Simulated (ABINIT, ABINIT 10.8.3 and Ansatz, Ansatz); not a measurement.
# Excitons of LiCNO (R3m) on ever denser meshes

Aim: follow the lowest exciton of LiCNO (R3m) as the mesh is refined.

Main program and level: ABINIT 10.8.3 and Ansatz 0.2.0; PBEsol and many-body steps on it, plane waves.

**1. Starting point**

The structure is trigonal, space group R3m (No. 160). The conventional cell has a = 3.288 Å, b = 3.288 Å, c = 14.286 Å, α = 90.00°, β = 90.00°, γ = 120.00°. Li has 3 N at 2.18 Å and 3 O at 2.28 Å nearest. Nearest to C lie 1 N at 1.19 Å and 1 O at 1.23 Å. N has 1 C at 1.19 Å and 3 Li at 2.18 Å nearest. Nearest to O lie 1 C at 1.23 Å and 3 Li at 2.28 Å. Farther neighbours and most contacts between anions are not listed.

The cell and positions are those that the Materials Project relaxed with its own functionals (PBE, PBE+U or r2SCAN), kept fixed.

**2. Empty states on the mesh, 4×4×4 mesh, 53 bands**

This step: ABINIT 10.8.3; DFT, PBEsol, plane waves, norm-conserving pseudopotentials.

The sums over transitions need many empty states on a uniform mesh; this step solves for them.

Input file run.abi:

```
acell 3*1.0 Angstrom
rprim 
  1.643988180588 0.949157018607 4.762053928800
  -1.643988180588 0.949157018607 4.762053928800
  0.000000000000 -1.898314037214 4.762053928800
ntypat 4
znucl 3 6 7 8
natom 4
typat 1 2 3 4
xred 
  0.005259000000 0.005259000000 0.005259000000
  0.497462000000 0.497462000000 0.497462000000
  0.413960000000 0.413960000000 0.413960000000
  0.583333333333 0.583333333333 0.583333333333
pp_dirpath "pseudos"
pseudos "Li.upf, C.upf, N.upf, O.upf"
ecut 37
ngkpt 4 4 4
nshiftk 1
shiftk 0 0 0
kptopt 1
chksymbreak 0
iscf -2
irdden 1
istwfk *1
nband 53
nbdbuf 4
tolwfr 1e-09
nstep 60
prtvol 0
indata_prefix "in"
outdata_prefix "out"
tmpdata_prefix "tmp"
```

On the command line:

```
$ OMP_NUM_THREADS=1 mpirun -n 4 abinit run.abi > log
```

Numbers of over 12 decimals in the logs are rounded to 6 here.

The program printed:

```text
.Version 10.8.3 of ABINIT. v10.8.2 released Aug 2026.

 Symmetries : space group R3 m (#160); Bravais hR (rhombohedral)
[... echo of the input left out ...]
== DATASET  1 ==================================================================
-   mpi_nproc: 4, omp_nthreads: 1 (-1 if OMP is not activated)

--- !DatasetInfo
iteration_state: {dtset: 1, }
dimensions: {natom: 4, nkpt: 13, mband: 53, nsppol: 1, nspinor: 1, nspden: 1, mpw: 3276, }
cutoff_energies: {ecut:  37.0, pawecutdg:  -1.0, }
[...]
1.20739    1.26803    1.26803    1.42082    1.47306    1.48725    1.48725    1.71173
   1.71552    1.71552    1.74611    1.74611    1.82271    1.82271    1.83757    1.84177
   1.91600    1.91600    1.93297    1.96778    1.97636
 prteigrs : prtvol=0 or 1, do not print more k-points.

== END DATASET(S) ==============================================================
================================================================================

 -outvars: echo values of variables after computation  --------
            nband          53
             nkpt          13
          spgroup         160
 [... the other variables as echoed above ...]

 Calculation completed.
```

The job ended after 22 s (4 MPI ranks of Intel Xeon 6975P-C (Granite Rapids), shared host; peak memory 0.39 GiB).

Numbers from this step:

```yaml
gap: 4.664 eV
k_of_the_valence_top: 0.5, 0.5, 0.5
k_of_the_conduction_bottom: 0, 0, 0
least_direct_gap: 4.820 eV
k_points_computed: 13
lowest_point_of_the_top_converged_band_above_the_valence_top: 48.04 eV
```

On this mesh the gap is 4.664 eV.

The density comes from a self-consistent run that is not shown.

**3. Screening, 4×4×4 mesh, 49 bands, screening to 119.7 eV**

The RPA dielectric matrix is built and inverted for each q.

This step: RPA screening on PBEsol, plane waves, norm-conserving pseudopotentials.

Changes to run.abi since step 2:

```diff
@@ -22,10 +22,11 @@
 chksymbreak 0
-iscf -2
-irdden 1
 istwfk *1
-nband 53
-nbdbuf 4
-tolwfr 1e-09
-nstep 60
-prtvol 0
+occopt 1
+irdwfk 1
+optdriver 3
+nband 49
+ecuteps 4.4
+inclvkb 2
+awtr 1
+symchi 1
 indata_prefix "in"
```

The program printed:

```text
.Version 10.8.3 of ABINIT. v10.8.2 released Aug 2026.

 Symmetries : space group R3 m (#160); Bravais hR (rhombohedral)
[... echo of the input left out ...]
== DATASET  1 ==================================================================
-   mpi_nproc: 4, omp_nthreads: 1 (-1 if OMP is not activated)

--- !DatasetInfo
iteration_state: {dtset: 1, }
dimensions: {natom: 4, nkpt: 13, mband: 49, nsppol: 1, nspinor: 1, nspden: 1, mpw: 3276, }
cutoff_energies: {ecut:  37.0, pawecutdg:  -1.0, }
[...]
--------------------------------------------------------------------------------
[... chi0 elements left out ...]
 For q-point:  0.000010 0.000020 0.000030
  dielectric constant =   2.3887
  dielectric constant without local fields =   3.0663

  Average fulfillment of the sum rule on Im[epsilon] for q-point    1 :     53.97  [%]
[... wings left out ...]
  q-point number  2        q = ( 0.250000, 0.000000, 0.000000) [r.l.u.]
--------------------------------------------------------------------------------
[... chi0 elements left out ...]
  Average fulfillment of the sum rule on Im[epsilon] for q-point    2 :     63.68  [%]

 [... 11 further q-points ...]
```

It took 26 s on 4 MPI ranks; peak memory 1.1 GiB.

This step gave:

```
ε∞ with local fields, on this mesh, along the program's q direction : 2.389
the same without local fields                                       : 3.066
plasma frequency                                                    : 23.59 eV
plane waves in the screening matrix                                 : 129
```

Local fields lower ε∞ by 22 %.

**4. Self-energy, 4×4×4 mesh, 49 bands, screening to 119.7 eV**

The self-energy is evaluated for the states that the input lists, and the levels follow from it, in one-shot runs by the linearised quasiparticle equation.

This step: G0W0 on PBEsol, plane waves, norm-conserving pseudopotentials.

Changes to run.abi since step 3:

```diff
@@ -25,8 +25,17 @@
 irdwfk 1
-optdriver 3
+optdriver 4
 nband 49
+gwcalctyp 0
+ecutsigx 37
+symsigma 1
+nkptgw 2
+kptgw 
+  0.5000000000 0.5000000000 0.5000000000
+  0.0000000000 0.0000000000 0.0000000000
+bdgw 
+  8 12
+  8 12
 ecuteps 4.4
-inclvkb 2
-awtr 1
-symchi 1
+irdscr 1
+ppmodel 1
 indata_prefix "in"
```

The program printed:

```text
.Version 10.8.3 of ABINIT. v10.8.2 released Aug 2026.

 Symmetries : space group R3 m (#160); Bravais hR (rhombohedral)
[... echo of the input left out ...]
== DATASET  1 ==================================================================
-   mpi_nproc: 4, omp_nthreads: 1 (-1 if OMP is not activated)

--- !DatasetInfo
iteration_state: {dtset: 1, }
dimensions: {natom: 4, nkpt: 13, mband: 49, nsppol: 1, nspinor: 1, nspden: 1, mpw: 3276, }
cutoff_energies: {ecut:  37.0, pawecutdg:  -1.0, }
[...]
Band     E0 <VxcDFT>   SigX SigC(E0)      Z dSigC/dE  Sig(E)    E-E0       E
[...]
11   7.799 -16.092  -9.352  -2.992   0.827  -0.210 -12.994   3.098  10.898
       12   7.799 -16.092  -9.352  -2.992   0.827  -0.210 -12.994   3.098  10.898

== END DATASET(S) ==============================================================
================================================================================

 -outvars: echo values of variables after computation  --------
           etotal      0.0000000000E+00
            nband          49
             nkpt          13
          spgroup         160
 [... the other variables as echoed above ...]

 Calculation completed.
```

It took 7.1 s on 4 MPI ranks; peak memory 0.95 GiB.

This step gave:

```
G0W0 gap on the points computed              : 7.288 eV
starting gap on the mesh                     : 4.664 eV
k of the valence top                         : 0.5, 0.5, 0.5
k of the conduction bottom                   : 0, 0, 0
least direct G0W0 gap on the computed points : 7.483 eV
```

The gap on the mesh goes from 4.66 eV to 7.29 eV, a correction of +2.62 eV.

The gap opens by 2.624 eV; the next steps shift the empty bands rigidly by 2.624 eV.

**5. Excitons**

Optical absorption needs the electron-hole interaction, solved here in a basis of vertical transitions on the mesh.

This step: Bethe-Salpeter equation on PBEsol with a scissors shift, plane waves, norm-conserving pseudopotentials.

Changes to run.abi since step 4:

```diff
@@ -25,17 +25,17 @@
 irdwfk 1
-optdriver 4
-nband 49
-gwcalctyp 0
-ecutsigx 37
-symsigma 1
-nkptgw 2
-kptgw 
-  0.5000000000 0.5000000000 0.5000000000
-  0.0000000000 0.0000000000 0.0000000000
-bdgw 
-  8 12
-  8 12
-ecuteps 4.4
+optdriver 99
+bs_calctype 1
+mbpt_sciss 2.624 eV
+bs_loband 5
+nband 13
+bs_exchange_term 1
+bs_coulomb_term 11
+bs_coupling 0
+bs_algorithm 1
+bs_freq_mesh 0 13 0.1 eV
+zcut 0.15 eV
+ecuteps 4
+ecutwfn 18.5
+inclvkb 2
 irdscr 1
-ppmodel 1
 indata_prefix "in"
```

The program printed:

```text
.Version 10.8.3 of ABINIT. v10.8.2 released Aug 2026.

 Symmetries : space group R3 m (#160); Bravais hR (rhombohedral)
[... echo of the input left out ...]
== DATASET  1 ==================================================================
-   mpi_nproc: 4, omp_nthreads: 1 (-1 if OMP is not activated)

--- !DatasetInfo
iteration_state: {dtset: 1, }
dimensions: {natom: 4, nkpt: 13, mband: 13, nsppol: 1, nspinor: 1, nspden: 1, mpw: 1156, }
cutoff_energies: {ecut:  18.5, pawecutdg:  -1.0, }
electrons: {nelect:   1.80000000E+01, charge:   0.00000000E+00, occopt:   1.00000000E+00, tsmear:   1.00000000E-02, }

 Exciton: Calculation of dielectric properties by solving the Bethe-Salpeter equation
 in frequency domain and reciprocal space on a transitions basis set.
 Based on a program developed by L. Reining, V. Olevano, F. Sottile,
 S. Albrecht, and G. Onida. Incorporated in ABINIT by M. Giantomassi.

.Using double precision arithmetic ; gwpc =  8

[... cell and pseudopotentials left out ...]
--------------------------------------------------------------------------------

 ==== K-mesh for the wavefunctions ====
 Number of points in the irreducible wedge :    13
[... list of points left out ...]
 Together with  6 symmetry operations and time-reversal symmetry
 yields    64 points in the full Brillouin Zone.

 ==== Q-mesh for the screening function ====
 Number of points in the irreducible wedge :    13
[... list of points left out ...]
 Together with  6 symmetry operations and time-reversal symmetry
 yields    64 points in the full Brillouin Zone.

 vcoul_init : cutoff-mode = AUXILIARY_FUNCTION
 q-points for optical limit:   1
     1)      0.000010    0.000020    0.000030
 setmesh: FFT mesh size selected  =    27x   27x   27
          total number of points  =        19683

 ==== Fundamental parameters for the solution of the Bethe-Salpeter equation: ====
 Algorithm: Direct diagonalization.
 Dimension of the v, W matrices,  npweps  = 111
 Cutoff for the wavefunctions,    npwwfn  = 1139
 Number of k-points in the IBZ,   nkibz   = 13
 Highest empty band included,     nband   = 13
 === Spin UP ===
 Number of resonant transitions          1280
 Lowest occupied state                   5
 Highest occupied state                  9
 Lowest unoccupied state                 10
 Highest unoccupied state                13
 Minimum frequency [eV]           Emin    =   0.00
 Maximum frequency [eV]           Emax    =  13.00
 Frequency step [eV]              dE      =   0.10
 Lorentzian broadening [eV]       eta     =   0.15
 RPA L0 with KS energies and KS wavefunctions
 Scissors operator energy [eV] =          2.62
 Local fields effects (v term) included
 Excitonic effects (W term) included
 Full W_GG' included
 W is read from an external SCR file
 Resonant-only calculation (Hermitian case)

 Calculating epsilon_Macro(q-->0,w), along the following directions:
 q = (  0.839883  0.000000  0.000000) [r.l.u.]
 q = (  0.000000  0.839883  0.000000) [r.l.u.]
 q = (  0.000000  0.000000  0.839883) [r.l.u.]
 q = (  0.494445 -0.494445  0.000000) [r.l.u.]
 q = (  0.285468  0.285468 -0.570936) [r.l.u.]
 q = (  1.432232  1.432232  1.432232) [r.l.u.]
 Number of electrons calculated from density =   17.9842; Expected =   18.0000
 average of density, n =  0.059774
 r_s =    1.5866
 omega_plasma =   23.5837 [eV]

. Writing resonant excitonic Hamiltonian on file out_BSR; file size=   0.01 [Gb].
 Direct diagonalization of the resonant excitonic Hamiltonian, Matrix size= 1280
. Using LAPACK sequential version.
 Excitonic eigenvalues in eV up to n=   32
   5.73649   5.73722   5.83750   6.06491   6.07168   6.48597   6.48604   6.55502
   6.55513   6.78255   6.78269   7.44108   7.44423   7.59102   7.59696   7.69508
   7.77842   7.78009   7.78067   7.83012   7.83340   7.83950   7.85572   7.85664
   7.86298   7.89904   7.90595   7.90875   7.93001   7.93119   7.94288   7.96778

 First excitonic eigenvalue=    5.74 [eV]
 Last  excitonic eigenvalue=   19.45 [eV]

 GW  direct gap       7.44  0.00 [eV]
 EXC direct gap       5.74  0.00 [eV]
 EXC binding energy   1.71  0.00 [eV]

 Excitonic eigenvalues up to the GW energy gap [eV]
  1 (  5.74  0.00)
  2 (  5.74  0.00)
  3 (  5.84  0.00)
  4 (  6.06  0.00)
  5 (  6.07  0.00)
  6 (  6.49  0.00)
[...]
11 (  6.78  0.00)
 12 (  7.44  0.00)
 13 (  7.44  0.00)

 Macroscopic dielectric function:
 omega [eV] <KS_RPA_nlf>  <GW_RPA_nlf>  <BSE>
   0.0000   2.1554   0.0000   1.8899   0.0000   1.9159   0.0000
   0.1000   2.1556   0.0005   1.8900   0.0002   1.9160   0.0002
   0.2000   2.1561   0.0010   1.8902   0.0004   1.9162   0.0005
   0.3000   2.1569   0.0014   1.8906   0.0006   1.9167   0.0007
   0.4000   2.1580   0.0019   1.8910   0.0008   1.9172   0.0010
   0.5000   2.1595   0.0024   1.8917   0.0010   1.9180   0.0012
   0.6000   2.1612   0.0029   1.8924   0.0013   1.9189   0.0015
   0.7000   2.1634   0.0034   1.8933   0.0015   1.9199   0.0017
   0.8000   2.1658   0.0039   1.8944   0.0017   1.9212   0.0020
   0.9000   2.1686   0.0044   1.8956   0.0019   1.9226   0.0022

 Writing KS-RPA macroscopic dielectric function without local fields to file: out_RPA_NLF_MDF
 Writing GW-RPA macroscopic dielectric function without local fields to file: out_GW_NLF_MDF
 Writing EXC Macroscopic dielectric function to file: out_EXC_MDF

== END DATASET(S) ==============================================================
================================================================================

 -outvars: echo values of variables after computation  --------
           etotal      0.0000000000E+00
            nband          13
             nkpt          13
          spgroup         160
 [... the other variables as echoed above ...]

 Calculation completed.
```

Wall time 53 s (4 MPI ranks); peak memory 0.51 GiB; 3.5 min of CPU time.

This step gave:

* direct gap of the transition levels: 7.444 eV
* transitions in the window: 1280
* first strong exciton (over a fiftieth of the strongest listed): 5.736 eV
* lowest state: 5.736 eV
* binding of the lowest state below the direct gap: 1.707 eV
* Coulomb term of one mesh cell: 1.207 eV

The binding is 1.4 times the screened Coulomb term of one mesh cell (1.21 eV), so it is not shown settled.

The lowest state lies at 5.736 eV, 1.707 eV under the direct gap.

Lines within 3 meV are set at the lowest of them, and the highest group, which the list may cut short, is left out. Exciton lines, with heights relative to the strongest:

```tsv
position (eV)	lines merged	oscillator strength, relative
5.737	2	100
5.838	1	0.0
6.065	1	0.2
6.072	1	0.2
6.486	2	0.6
6.555	2	1.0
6.782	2	0.0
7.441	1	4.8
7.444	1	4.9
7.591	1	2.4
7.597	1	2.4
```

The ε₂ has structure finer than the step of the table below, so its rows give means over 0.5 eV, whole bins alone (the curve runs from 0 to 13 eV). Peaks (eV: height): BSE 9.50: 4.37, 10.60: 4.47, 11.20: 5.38, 12.10: 2.70; no electron-hole interaction 10.00: 9.84; Kohn-Sham, no shift 7.40: 9.86.

Mean over the three Cartesian directions of q; broadening 0.15 eV; transition window only. Limits: finite bands, cutoff and mesh; exciton not shown settled in the k mesh. ε₂ against photon energy; means over each step:

```tsv
photon energy (eV)	BSE	no electron-hole interaction	Kohn-Sham, no shift
0.5	0.00142	0.00147	0.00352
1.0	0.00288	0.00300	0.00723
1.5	0.00444	0.00458	0.0113
2.0	0.00617	0.00634	0.0161
2.5	0.00813	0.00828	0.0220
3.0	0.0105	0.0105	0.0296
3.5	0.0135	0.0131	0.0402
4.0	0.0175	0.0162	0.0572
4.5	0.0240	0.0200	0.106
5.0	0.0398	0.0250	0.219
5.5	0.175	0.0316	0.194
6.0	0.171	0.0408	0.386
6.5	0.0760	0.0553	1.66
7.0	0.101	0.0876	4.42
7.5	0.235	0.214	8.72
8.0	0.827	0.186	5.68
8.5	1.53	0.309	2.73
9.0	1.78	1.07	1.46
9.5	3.22	3.56	1.80
10.0	1.59	8.34	1.69
10.5	3.21	6.55	1.90
11.0	3.72	3.33	2.22
11.5	2.94	1.63	1.66
12.0	2.53	1.73	1.17
12.5	2.58	1.60	1.04
```

**6. Triplet (no exchange term)**

Changes to run.abi since step 5:

```diff
@@ -28,5 +28,5 @@
 mbpt_sciss 2.624 eV
-bs_loband 5
-nband 13
-bs_exchange_term 1
+bs_loband 8
+nband 12
+bs_exchange_term 0
 bs_coulomb_term 11
@@ -34,3 +34,3 @@
 bs_algorithm 1
-bs_freq_mesh 0 13 0.1 eV
+bs_freq_mesh 0 11 0.1 eV
 zcut 0.15 eV
```

The program printed:

```text
.Version 10.8.3 of ABINIT. v10.8.2 released Aug 2026.

 Symmetries : space group R3 m (#160); Bravais hR (rhombohedral)
[... echo of the input left out ...]
== DATASET  1 ==================================================================
-   mpi_nproc: 4, omp_nthreads: 1 (-1 if OMP is not activated)

--- !DatasetInfo
iteration_state: {dtset: 1, }
dimensions: {natom: 4, nkpt: 13, mband: 12, nsppol: 1, nspinor: 1, nspden: 1, mpw: 1156, }
cutoff_energies: {ecut:  18.5, pawecutdg:  -1.0, }
electrons: {nelect:   1.80000000E+01, charge:   0.00000000E+00, occopt:   1.00000000E+00, tsmear:   1.00000000E-02, }

 Exciton: Calculation of dielectric properties by solving the Bethe-Salpeter equation
 in frequency domain and reciprocal space on a transitions basis set.
 Based on a program developed by L. Reining, V. Olevano, F. Sottile,
 S. Albrecht, and G. Onida. Incorporated in ABINIT by M. Giantomassi.

.Using double precision arithmetic ; gwpc =  8

[... cell and pseudopotentials left out ...]
--------------------------------------------------------------------------------

 ==== K-mesh for the wavefunctions ====
 Number of points in the irreducible wedge :    13
[... list of points left out ...]
 Together with  6 symmetry operations and time-reversal symmetry
 yields    64 points in the full Brillouin Zone.

 ==== Q-mesh for the screening function ====
 Number of points in the irreducible wedge :    13
[... list of points left out ...]
 Together with  6 symmetry operations and time-reversal symmetry
 yields    64 points in the full Brillouin Zone.

 vcoul_init : cutoff-mode = AUXILIARY_FUNCTION
 q-points for optical limit:   1
     1)      0.000010    0.000020    0.000030
 setmesh: FFT mesh size selected  =    27x   27x   27
          total number of points  =        19683

[...]
average of density, n =  0.059774
 r_s =    1.5866
 omega_plasma =   23.5837 [eV]

. Writing resonant excitonic Hamiltonian on file out_BSR; file size=   0.00 [Gb].
 Direct diagonalization of the resonant excitonic Hamiltonian, Matrix size= 384
. Using LAPACK sequential version.
 Excitonic eigenvalues in eV up to n=   32
   5.48919   5.66503   5.66579   5.68291   5.68900   5.86896   6.48792   6.48799
   6.55661   6.55673   6.78323   6.78337   7.38051   7.38366   7.57954   7.58446
   7.69868   7.78056   7.78166   7.78224   7.82940   7.83276   7.84172   7.85539
   7.85566   7.86397   7.90064   7.90683   7.91021   7.92490   7.92661   7.94452

 First excitonic eigenvalue=    5.49 [eV]
 Last  excitonic eigenvalue=   12.62 [eV]

 GW  direct gap       7.44  0.00 [eV]
 EXC direct gap       5.49  0.00 [eV]
 EXC binding energy   1.96  0.00 [eV]

 Excitonic eigenvalues up to the GW energy gap [eV]
  1 (  5.49  0.00)
  2 (  5.67  0.00)
  3 (  5.67  0.00)
[...]
13 (  7.38  0.00)
 14 (  7.38  0.00)

 Macroscopic dielectric function:
 omega [eV] <KS_RPA_nlf>  <GW_RPA_nlf>  <BSE>
   0.0000   1.6260   0.0000   1.4631   0.0000   1.8055   0.0000
   0.1000   1.6262   0.0003   1.4631   0.0001   1.8057   0.0008
   0.2000   1.6265   0.0007   1.4632   0.0003   1.8065   0.0015
[...]
0.8000   1.6335   0.0028   1.4660   0.0011   1.8218   0.0063
   0.9000   1.6355   0.0032   1.4668   0.0013   1.8263   0.0071

 Writing KS-RPA macroscopic dielectric function without local fields to file: out_RPA_NLF_MDF
 Writing GW-RPA macroscopic dielectric function without local fields to file: out_GW_NLF_MDF
 Writing EXC Macroscopic dielectric function to file: out_EXC_MDF

== END DATASET(S) ==============================================================
================================================================================

 -outvars: echo values of variables after computation  --------
           etotal      0.0000000000E+00
            nband          12
             nkpt          13
          spgroup         160
 [... the other variables as echoed above ...]

 Calculation completed.
```

Run time: 9.5 s. Hardware: 4 MPI ranks; peak memory 0.44 GiB.

The lowest triplet lies at 5.489 eV; without spin-orbit coupling triplets are dark, so no spectrum is read.

(Continued in part 2 of 3.)

[Paths, hosts, dates, memory and timing lines, banners, echoed tables and standing remarks are left out of the program output.]

[Logs are printed without paths, hosts, clocks, repeated set-up lines and the standing remarks that a program may print on its own settings, such as how far it seeks lower states.]

[Runs of the session that timed out or met a known fault of the program may be left out.]

[Hosts, paths, dates, database ids (printed as entryN), source tags and the programs' standing remarks are cut or masked in the printed files.]

[G0W0 gaps are taken among the corrected bands and points alone; a level outside them can change the order at an edge.]

[Where Ansatz stands beside ABINIT at settings called matched, ABINIT's density can come from a denser mesh and the files from another edition; pairs whose starting gaps differed by over 0.03 eV were left out, so agreement reads better than it is.]
